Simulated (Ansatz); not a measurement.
## SbP (model cell, started as layered BN type): following an unstable mode

Which phase does SbP (model cell, started as layered BN type) fall into along its unstable mode, and how much energy does it gain?

Calculated with Ansatz 0.2.0; DFT LDA, scalar-relativistic, plane waves, PAW.

Report form: the programs' logs are mostly left out.

The structure was built from a prototype and need not be the compound's stable phase.

### Step 1. The starting structure

Symmetry: P6_3/mmc, No. 194, hexagonal system. Conventional cell: a = 4.652 Å, b = 4.652 Å, c = 5.549 Å, α = 90.00°, β = 90.00°, γ = 120.00°. Nearest to Sb lie 5 P at 2.69 to 2.77 Å. Nearest to P lie 5 Sb at 2.69 to 2.77 Å. Farther neighbours are not listed.

### Step 2. The dispersion

The cell comes from relaxations at this level that are not shown. The mesh has a single point along some directions, so zone-edge points there are not solved. Linear response on a 2×2×1 q mesh gives force constants as far as a supercell of that size would.

File input.yaml:

```yaml
crystal:
  lattice:
    - [4.6517605951, -3.0644e-06, 0.0]
    - [-2.3258776437, 4.0285443799, 0.0]
    - [0.0, 0.0, 5.5486638842]
  atoms:
    - { symbol: Sb, position: [0.3333333333, 0.6666666667, 0.25] }
    - { symbol: Sb, position: [0.6666666667, 0.3333333333, 0.75] }
    - { symbol: P, position: [0.6666666667, 0.3333333333, 0.25] }
    - { symbol: P, position: [0.3333333333, 0.6666666667, 0.75] }
kpoints:
  mp_grid: { grid: [10, 10, 6] }
hamiltonian:
  xc: lda
scf:
  occupations: { method: methfessel_paxton, width: 0.15 }
output:
  eigenvalues: true
phonons:
  method: dfpt
  qmesh: [2, 2, 1]
  temperatures: { t_max: 1000, t_step: 50 }
  qpath:
    path:
      - [[0.0, 0.0, 0.0], [0.5, 0.0, 0.0], [0.33333333, 0.33333333, 0.0], [0.0, 0.0, 0.0], [0.0, 0.0, 0.5], [0.5, 0.0, 0.5], [0.33333333, 0.33333333, 0.5], [0.0, 0.0, 0.5]]
      - [[0.5, 0.0, 0.5], [0.5, 0.0, 0.0]]
      - [[0.33333333, 0.33333333, 0.5], [0.33333333, 0.33333333, 0.0]]
    npoints: 10
```

Command:

```sh
$ ansatz run input.yaml --threads 4 --pin off --max-ram 7168MiB --backend cpu --events-out ev --progress --plain --runs-dir out
```

It took 3.4 min on 4 threads of Arm Neoverse N1, shared host; peak memory 1.6 GiB; 13 min of CPU time.

Numbers from this step:

- volume per atom: 26.00 Å³
- gap on the k-mesh: 0 eV
- sum-rule residual before enforcement: 2.97e-5 eV/Å²
- point group: 6/mmm
- highest optical mode at the zone centre (no LO-TO term): 246.8 cm⁻¹
- lowest optical zone-centre mode: -165.7 cm⁻¹
- lowest mode on the q mesh (acoustic modes at Γ apart): -165.7 cm⁻¹
- highest frequency at a solved wavevector (no LO-TO term at Γ): 246.8 cm⁻¹

Frequencies (cm⁻¹) solved at each irreducible wavevector; negative means imaginary. Frequencies by wavevector, by row:

| q in reciprocal lattice units | star | mode 1 | mode 2 | mode 3 | mode 4 | mode 10 | mode 11 | mode 12 |
| --- | --- | --- | --- | --- | --- | --- | --- | --- |
| 0 0 0 | 1 | -165.7 | 0 | 0 | 0 | 184.1 | 184.1 | 246.8 |
| 0 -0.5 0 | 3 | -80.3 | 54.2 | 56.9 | 61.8 | 153.3 | 167.6 | 208.4 |

Symmetry leaves 2 wavevectors to solve. The lowest mode among them, the acoustic zeros apart, lies at Γ and is imaginary, 165.7i cm⁻¹, so the energy falls along it.

### Step 3. The mode frozen in, largest atomic shift 0 Å

The mode followed lies at q = (0, -0.5, 0) with frequency 80.3i cm⁻¹, one of the unstable modes though not the softest. At small amplitude the distorted cell has space group no. 62 by a symmetry search on the positions. The undistorted cell that holds it gives the zero of energy on the same k mesh.

System of this step: SbP (model cell, started as layered BN type). It takes space group P6_3/mmc (No. 194, hexagonal). Conventional cell: a = 4.652 Å, b = 4.652 Å, c = 5.549 Å, α = 90.00°, β = 90.00°, γ = 120.00°. Nearest to Sb lie 5 P at 2.69 to 2.77 Å. Nearest to P lie 5 Sb at 2.69 to 2.77 Å. Farther neighbours are not listed.

File input.yaml:

```yaml
crystal:
  lattice:
    - [-4.6517605951, 3.0644e-06, 0.0]
    - [0.0, 0.0, -5.5486638842]
    - [-5.3077e-06, -8.0570856954, 0.0]
  atoms:
    - { symbol: Sb, position: [0.5, 0.75, 0.1666666667] }
    - { symbol: Sb, position: [0.0, 0.75, 0.6666666667] }
    - { symbol: Sb, position: [1.0, 0.25, 0.3333333333] }
    - { symbol: Sb, position: [0.5, 0.25, 0.8333333333] }
    - { symbol: P, position: [1.0, 0.75, 0.3333333333] }
    - { symbol: P, position: [0.5, 0.75, 0.8333333333] }
    - { symbol: P, position: [0.5, 0.25, 0.1666666667] }
    - { symbol: P, position: [0.0, 0.25, 0.6666666667] }
kpoints:
  mp_grid: { grid: [8, 6, 4] }
hamiltonian:
  xc: lda
scf:
  occupations: { method: methfessel_paxton, width: 0.15 }
output:
  forces: true
  stress: true
  eigenvalues: true
```

Elapsed: 17 s, on 4 threads; peak memory 0.79 GiB.

This step gave:

| Property | Result |
| --- | --- |
| pressure | 0.08616 GPa |
| energy from the undistorted cell | 0 meV/atom |

The run ends at a pressure of 0.09 GPa, with forces up to 0.033 eV/Å.

### Step 4. The mode frozen in, largest atomic shift 0.14 Å

The atoms are moved along the unstable eigenvector, the largest shift by 0.14 Å, with the cell fixed.

input.yaml, the sections that differ from step 3:

```yaml
crystal:
  lattice:
    - [-4.6517605951, 3.0644e-06, 0.0]
    - [0.0, 0.0, -5.5486638842]
    - [-5.3077e-06, -8.0570856954, 0.0]
  atoms:
    - { symbol: Sb, position: [0.5043275712, 0.75, 0.1666666667] }
    - { symbol: Sb, position: [-0.0043275712, 0.75, 0.6666666667] }
    - { symbol: Sb, position: [1.0043275712, 0.25, 0.3333333333] }
    - { symbol: Sb, position: [0.4956724288, 0.25, 0.8333333333] }
    - { symbol: P, position: [1.0300961318, 0.75, 0.3333333333] }
    - { symbol: P, position: [0.4699038682, 0.75, 0.8333333333] }
    - { symbol: P, position: [0.5300961318, 0.25, 0.1666666667] }
    - { symbol: P, position: [-0.0300961318, 0.25, 0.6666666667] }
# kpoints, hamiltonian, scf, output: as in step 3
```

Run time: 16 s. Hardware: 4 threads; peak memory 0.8 GiB.

This step gave:

```
pressure                         : 0.3244 GPa
energy from the undistorted cell : -1.001 meV/atom
```

The energy, extrapolated to zero smearing, is -1.00 meV/atom against the undistorted cell.

The run ends at a pressure of 0.32 GPa, with forces up to 0.13 eV/Å.

### Step 5. Energy along the mode, all amplitudes (two of the runs are shown above)

An imaginary frequency means negative curvature, so the energy should fall and then rise again as anharmonic terms take over.

Numbers from this step:

| Quantity | Value |
| --- | --- |
| depth at the lowest point sampled | 1.001 meV/atom |
| largest atomic shift at that point | 0.14 Å |

Table of energy from the parent by largest atomic shift:

| largest atomic shift (Å) | energy from the parent (meV/atom) |
| --- | --- |
| 0.000 | 0 |
| 0.040 | -0.126 |
| 0.080 | -0.512 |
| 0.140 | -1.00 |
| 0.220 | 1.90 |
| 0.320 | 18.6 |

Displacement at unit largest shift by atom:

| atom | x (Å) | y (Å) | z (Å) | size |
| --- | --- | --- | --- | --- |
| Sb1 | -0.14 | 0.00 | 0.00 | 0.14 |
| Sb2 | 0.14 | 0.00 | 0.00 | 0.14 |
| Sb3 | -0.14 | 0.00 | 0.00 | 0.14 |
| Sb4 | 0.14 | 0.00 | 0.00 | 0.14 |
| P5 | -1.00 | 0.00 | 0.00 | 1.00 |
| P6 | 1.00 | 0.00 | 0.00 | 1.00 |
| P7 | -1.00 | 0.00 | 0.00 | 1.00 |
| P8 | 1.00 | 0.00 | 0.00 | 1.00 |

The lowest of the steps tried is at 0.14 Å, 1.00 meV/atom below the parent; the bottom of the well need not coincide with a step.

### Step 6. Relaxing from the distorted cell

Starting from the lowest point found, all atoms and the cell are let go, so that strain and other modes of the same symmetry can join in.

Changes to input.yaml since step 4:

```diff
@@ -24 +24,10 @@
   eigenvalues: true
+  write_density: true
+  write_potential: true
+  elf: true
+  volumetric_format: npy
+relax:
+  adjacent_minimum: "off"
+  f_tol: 0.002
+  max_steps: 120
+  cell: { stress_tol: 0.03 }
```

Run time: 5.1 min. Hardware: 4 threads; peak memory 0.86 GiB.

Step by step:

| step | energy less that of the first step (eV) | largest force component (eV/Å) | pressure (GPa) | volume (Å³) |
| --- | --- | --- | --- | --- |
| 1 | 0.0000 | 0.1236 | 0.32 | 207.96 |
| 2 | -0.0542 | 0.1082 | -0.40 | 209.04 |
| 3 | -0.1488 | 0.1284 | -1.86 | 209.29 |
| 4 | -0.3031 | 0.0509 | -3.17 | 206.25 |
| 5 | -0.4966 | 0.1539 | -4.58 | 201.44 |
| 6 | -1.0286 | 0.1872 | -3.94 | 189.45 |
| 7 | -1.5100 | 0.1991 | -2.57 | 179.09 |
| 8 | -1.7150 | 0.2177 | 1.19 | 167.64 |
| 9 | -1.5751 | 0.5496 | 3.49 | 164.58 |
| 10 | -1.7218 | 0.1053 | -1.99 | 174.36 |
| 11 | -1.7999 | 0.0072 | 0.16 | 169.06 |
| 12 | -1.8005 | 0.0007 | 0.01 | 169.36 |
| 13 | -1.8005 | 0.0000 | 0.00 | 169.38 |
| 14* | -1.7948 | 0.0000 | -0.02 | 169.38 |
| 15 | -1.7948 | 0.0000 | 0.00 | 169.34 |
| 16* | -1.7948 | 0.0000 | 0.00 | 169.34 |

Relaxation steps marked * repeat the geometry before them on a plane-wave basis chosen anew for their cell, so energy and pressure can jump there. Relaxation step 9 was tried and not accepted.

The run keeps the 8 symmetry operations that it works with, so distortions that break them were not tested.

| cell as run | before | after | change |
| --- | --- | --- | --- |
| a (Å) | 4.652 | 3.908 | -16.0 % |
| b (Å) | 5.549 | 5.545 | -0.1 % |
| c (Å) | 8.057 | 7.815 | -3.0 % |
| volume (Å³/atom) | 26.00 | 21.17 | -18.6 % |

The atoms that moved most (Å, as changes of fractional coordinates times the final cell):

| atom | dx | dy | dz | length |
| --- | --- | --- | --- | --- |
| Sb2 | 0.960 | 0.326 | 0.000 | 1.014 |
| Sb3 | -0.960 | -0.326 | 0.000 | 1.014 |
| Sb1 | -0.960 | 0.326 | 0.000 | 1.014 |
| Sb4 | 0.960 | -0.326 | 0.000 | 1.014 |
| P8 | 0.859 | 0.326 | 0.000 | 0.919 |
| P5 | -0.859 | -0.326 | 0.000 | 0.919 |
| P7 | -0.859 | 0.326 | 0.000 | 0.919 |
| P6 | 0.859 | -0.326 | 0.000 | 0.919 |

Final coordinates:

```xyz
8
Lattice="-3.9076 0.0000 0.0000 0.0000 0.0000 -5.5452 0.0000 -7.8151 0.0000" Properties=species:S:1:pos:R:3 pbc="T T T"
Sb   -2.9307   -0.9769   -4.1589
Sb    0.9769   -4.8844   -4.1589
Sb   -4.8845   -2.9307   -1.3863
Sb   -0.9769   -6.8382   -1.3863
P    -4.8845   -2.9307   -4.1589
P    -0.9769   -6.8382   -4.1589
P    -2.9307   -0.9769   -1.3863
P     0.9769   -4.8844   -1.3863
```

This step gave:

* pressure: 8.85e-4 GPa
* volume per atom: 21.17 Å³

Valence density in the ac plane at fractional y = 0.250, with atoms of Sb and P within 0.2 Å of it. It is the smooth field of the valence electrons, not physical close to the nuclei.

Ten steps, logarithmic in the rise over the least value, from '_' (0 e/Å³) to '@' (19 e/Å³), each cell a mean:
```
::--==++==--::..............
::==##%%%%**==::..________..
--++%%@@@@##==::..________..
::++##@@%%##==::..________..
::--++****==--......____....
..::::----::::..............
..............::::::::::::::
....________..::::::::::::::
::..________..::::::____::::
....________..::::::....::::
......____....::::::::::::::
....::::::......::::::::::::
::--==++==--::..............
::==##%%%%**==::..________..
--++%%@@@@##==::..________..
::++##@@%%##==::..________..
::--++****==--......____....
..::::----::::..............
..............::::::::::::::
....________..::::::::::::::
::..________..::::::____::::
....________..::::::....::::
......____....::::::::::::::
....::::::......::::::::::::
```
Columns run along a (3.9 Å), rows up along c (7.8 Å). Atoms in or near the plane, at fractional coordinates: Sb at (0.25, 0.38), Sb at (0.25, 0.88), P at (0.75, 0.12), P at (0.75, 0.62).

Electrostatic potential energy in the ac plane at fractional y = 0.250, with atoms of Sb and P within 0.2 Å of it. With pseudopotentials it is smooth inside the atoms' cores, unlike the true potential.

Values in eV, 24 rows by 14 columns, each cell a mean:
```
  3  -6 -14 -16 -16 -12  -4   6   9  10  10  10  10   9
 -5 -14 -17 -17 -17 -17 -13   1   9  12  13  12  11   7
 -9 -17 -17 -16 -16 -17 -16  -3   7  12  13  13  11   6
 -7 -16 -17 -16 -16 -17 -15  -1   8  12  13  13  11   7
  0 -10 -16 -17 -17 -15  -8   4   9  11  11  11  11   9
  7   1  -6 -10  -9  -4   3   8   9   8   6   7   8   9
  9   9   8   6   7   8   9   8   2 -10 -20 -18  -6   4
  7  11  12  12  12  11  10   4 -13 -39 -51 -49 -32  -8
  6  11  13  13  13  12  10   0 -25 -53 -56 -56 -47 -18
  7  11  12  12  12  12  10   2 -19 -47 -56 -55 -40 -13
  8  10  10   9   9  10  10   6  -3 -22 -34 -31 -16   0
  8   6   1  -2  -1   3   7   8   7   3  -1  -1   4   8
  3  -6 -14 -16 -16 -12  -4   6   9  10  10  10  10   9
 -5 -14 -17 -17 -17 -17 -13   1   9  12  13  12  11   7
 -9 -17 -17 -16 -16 -17 -16  -3   7  12  13  13  11   6
 -7 -16 -17 -16 -16 -17 -15  -1   8  12  13  13  11   7
  0 -10 -16 -17 -17 -15  -8   4   9  11  11  11  11   9
  7   1  -6 -10  -9  -4   3   8   9   8   6   7   8   9
  9   9   8   6   7   8   9   8   2 -10 -20 -18  -6   4
  7  11  12  12  12  11  10   4 -13 -39 -51 -49 -32  -8
  6  11  13  13  13  12  10   0 -25 -53 -56 -56 -47 -18
  7  11  12  12  12  12  10   2 -19 -47 -56 -55 -40 -13
  8  10  10   9   9  10  10   6  -3 -22 -34 -31 -16   0
  8   6   1  -2  -1   3   7   8   7   3  -1  -1   4   8
```
Columns run along a (3.9 Å; values clipped at the 3rd and 97th percentile), rows up along c (7.8 Å). Atoms in or near the plane, at fractional coordinates: Sb at (0.25, 0.38), Sb at (0.25, 0.88), P at (0.75, 0.12), P at (0.75, 0.62).

ELF in the ac plane at fractional y = 0.250, with atoms of Sb and P within 0.2 Å of it. It is the smooth field of the valence electrons, not physical close to the nuclei.

Ten even steps from '0' (0.00) to '9' (0.83), each cell a mean:
```
54333445666666
43100234432344
42000034421134
43000134422234
44212345555555
65444456788887
75444568998999
85322469962379
86211369820049
86322369940169
85434468996799
65444457899998
54333445666666
43100234432344
42000034421134
43000134422234
44212345555555
65444456788887
75444568998999
85322469962379
86211369820049
86322369940169
85434468996799
65444457899998
```
Columns run along a (3.9 Å), rows up along c (7.8 Å). Atoms in or near the plane, at fractional coordinates: Sb at (0.25, 0.38), Sb at (0.25, 0.88), P at (0.75, 0.12), P at (0.75, 0.62).

The distorted start has space group Pnma; the relaxation ends in I4/mmm.

### Step 7. The new phase in its own primitive cell

The relaxed structure is symmetrised, reduced to its primitive cell and relaxed tightly, as its phonons need.

System of this step: SbP (model cell, started as layered BN type). The structure is tetragonal, space group I4/mmm (No. 139). The conventional cell has a = 3.908 Å, b = 3.908 Å, c = 5.545 Å, α = 90.00°, β = 90.00°, γ = 90.00°. Nearest to Sb lie 6 P at 2.76 to 2.77 Å. Nearest to P lie 6 Sb at 2.76 to 2.77 Å. Farther neighbours are not listed.

File input.yaml:

```yaml
crystal:
  lattice:
    - [-1.9537926752, 1.9537926752, 2.7726012973]
    - [1.9537926752, -1.9537926752, 2.7726012973]
    - [1.9537926752, 1.9537926752, -2.7726012973]
  atoms:
    - { symbol: Sb, position: [0.5, 0.5, 0.0] }
    - { symbol: P, position: [0.0, 0.0, 0.0] }
kpoints:
  mp_grid: { grid: [14, 14, 14] }
hamiltonian:
  xc: lda
scf:
  occupations: { method: methfessel_paxton, width: 0.15 }
output:
  forces: true
  stress: true
  eigenvalues: true
relax:
  adjacent_minimum: "off"
  f_tol: 0.001
  max_steps: 60
  cell: { stress_tol: 0.01 }
```

It took 23 s on 4 threads; peak memory 0.45 GiB; 89 s of CPU time.

Relaxation path:

| step | energy less that of the first step (eV) | largest force component (eV/Å) | pressure (GPa) | volume (Å³) |
| --- | --- | --- | --- | --- |
| 1 | 0.0000 | 0.0000 | -0.23 | 42.34 |
| 2 | -0.0002 | 0.0000 | 0.22 | 42.11 |
| 3 | -0.0004 | 0.0000 | -0.01 | 42.22 |
| 4* | -0.0003 | 0.0000 | -0.01 | 42.22 |
| 5 | -0.0003 | 0.0000 | 0.00 | 42.22 |
| 6* | -0.0003 | 0.0000 | 0.00 | 42.22 |

Relaxation steps marked * repeat the geometry before them on a plane-wave basis chosen anew for their cell, so energy and pressure can jump there.

Forces are held to the 16 operations that the run works with; a distortion that breaks them can't arise in this run.

| cell as run | before | after | change |
| --- | --- | --- | --- |
| a (Å) | 3.914 | 3.908 | -0.1 % |
| b (Å) | 3.914 | 3.908 | -0.1 % |
| c (Å) | 3.914 | 3.908 | -0.1 % |
| α (°) | 120.11 | 120.00 | -0.1 % |
| β (°) | 120.11 | 120.00 | -0.1 % |
| γ (°) | 89.80 | 90.00 | +0.2 % |
| volume (Å³/atom) | 21.17 | 21.11 | -0.3 % |

The relaxed structure:

```
Sb P
1.0
    -1.95423    1.95423    2.76370
     1.95423   -1.95423    2.76370
     1.95423    1.95423   -2.76370
Sb P
1 1
Direct
  0.50000 0.50000 0.00000
  0.00000 0.00000 0.00000
```

This step gave:

| Property | Result |
| --- | --- |
| pressure | 1.28e-5 GPa |
| volume per atom | 21.11 Å³ |

The forces vanish by symmetry and the pressure is 0.000 GPa, within the tolerances set. The cell now holds 21.11 Å³/atom.

### Step 8. Modes of the new phase, k-mesh 14×14×14

A relaxed structure may still be a saddle point, so its zone-centre modes are computed. No field response is asked, since the mesh shows no gap.

input.yaml, the sections that differ from step 7:

```yaml
crystal:
  lattice:
    - [-1.9542260941, 1.9542260941, 2.7636965207]
    - [1.9542260941, -1.9542260941, 2.7636965207]
    - [1.9542260941, 1.9542260941, -2.7636965207]
  atoms:
    - { symbol: Sb, position: [0.5, 0.5, 0.0] }
    - { symbol: P, position: [0.0, 0.0, 0.0] }
output:
  eigenvalues: true
phonons:
  method: dfpt
# kpoints, hamiltonian, scf: as in step 7
# relax: removed
```

It took 18 s on 4 threads; peak memory 0.72 GiB; 67 s of CPU time.

Numbers from this step:

| Property | Result |
| --- | --- |
| sum-rule residual before enforcement | 2.51e-5 eV/Å² |
| point group | m-3m |
| highest optical mode at the zone centre (no LO-TO term) | -169.3 cm⁻¹ |
| lowest optical zone-centre mode | -169.3 cm⁻¹ |

Patterns of degenerate modes are one choice out of their space. Modes at Γ, with each element's share of the kinetic energy (negative means imaginary):

| mode | frequency (cm⁻¹) | symmetry | Sb % | P % |
| --- | --- | --- | --- | --- |
| 1 | -169.3 | T1u | 20 | 80 |
| 2 | -169.3 | T1u | 20 | 80 |
| 3 | -169.3 | T1u | 20 | 80 |
| 4 | 0.0 | acoustic | 80 | 20 |
| 5 | 0.0 | acoustic | 80 | 20 |
| 6 | 0.0 | acoustic | 80 | 20 |

Displacements in mode 1 (-169.3 cm⁻¹), the largest set to 1:
```
Sb1 -0.25  0.00  0.00
P2   1.00  0.00  0.00
```

Before it was imposed, the acoustic sum rule was missed by 2.5e-5 eV/Å². Small misses are needed for a sound result but don't prove that mesh and cutoff are converged. The lowest optical mode is imaginary, 169.3i cm⁻¹, so the energy falls along it.

### Step 9. The phases reached

The phases reached along the modes that were followed are set side by side.

Energies are those of the first relaxation, on the mesh of the frozen mode; space group, volume and gap are those of the last relaxation. Phases, by row:

| mode frozen in | space group | energy from parent (meV/atom) | volume (Å³/atom) | gap on mesh (eV) | lowest zone-centre optical mode (cm⁻¹) | largest shift (Å) |
| --- | --- | --- | --- | --- | --- | --- |
| parent | P6_3/mmc | 0 | 26 | 0 | – | – |
| q = (0, 0, 0), 166i cm⁻¹ | P6_3mc | -15.02 | 26.8 | 0 | 15.4 | 0.125 |
| q = (0, -0.5, 0), 80i cm⁻¹ | Fm-3m | -225.4 | 21.11 | 0 | -169.3 | 1.03 |

### Step 10. Summary of results

```yaml
unstable_mode_of_the_parent: q = (0, -0.5, 0), 80i cm⁻¹
depth_at_the_lowest_point_sampled: 1.00 meV/atom
largest_atomic_shift_at_that_point: 0.14 Å
space_group_reached_within_0p01_a: Fm-3m
energy_gained_over_the_parent_first_relaxation_on_the_mesh_of_the_frozen_mode: 225 meV/atom
volume_per_atom_phase_reached: 21.1 Å³
lowest_optical_zone_centre_mode_phase_reached: -169 cm⁻¹
highest_optical_mode_at_the_zone_centre_no_lo_to_term_phase_reached: -169 cm⁻¹
```

**Reading.** Along this mode the structure falls into Fm-3m, 225 meV/atom below the parent. At the parent's cell the well is 1.001 meV/atom deep on the steps tried, with its lowest point at a shift of 0.14 Å. Relaxing atoms and cell changes the gain by +224.38 meV/atom against the lowest step (energies at zero smearing). Most of the total comes from this relaxation. The new phase still has an imaginary mode at the zone centre of its cell, so it is a saddle point on the way to a lower structure. Of the 2 patterns followed to their end from this parent, this one reaches the lowest energy. Each path keeps the symmetry of its pattern, so a lower phase may lie along a pattern not tried. The q mesh is too sparse to interpolate, so only the solved wavevectors are given. With no gap, or one that is small against the smearing, the frequencies hang on the k mesh and the smearing, most of all near Kohn anomalies. The volume moved by more than a tenth on the k mesh of the start, so the energy gain is rough. Spin-orbit coupling is left out, which can matter for the heavy elements here. A phonon run warned that its eigensolver left some bands unconverged in a pass. The starting cell was built on a prototype and not taken from a measurement, so the phase need not exist.

[Logs are printed without paths, hosts, clocks, repeated set-up lines and the standing remarks that a program may print on its own settings, such as how far it seeks lower states.]

[Hosts, paths, dates, database ids (printed as entryN), source tags and the programs' standing remarks are cut or masked in the printed files.]
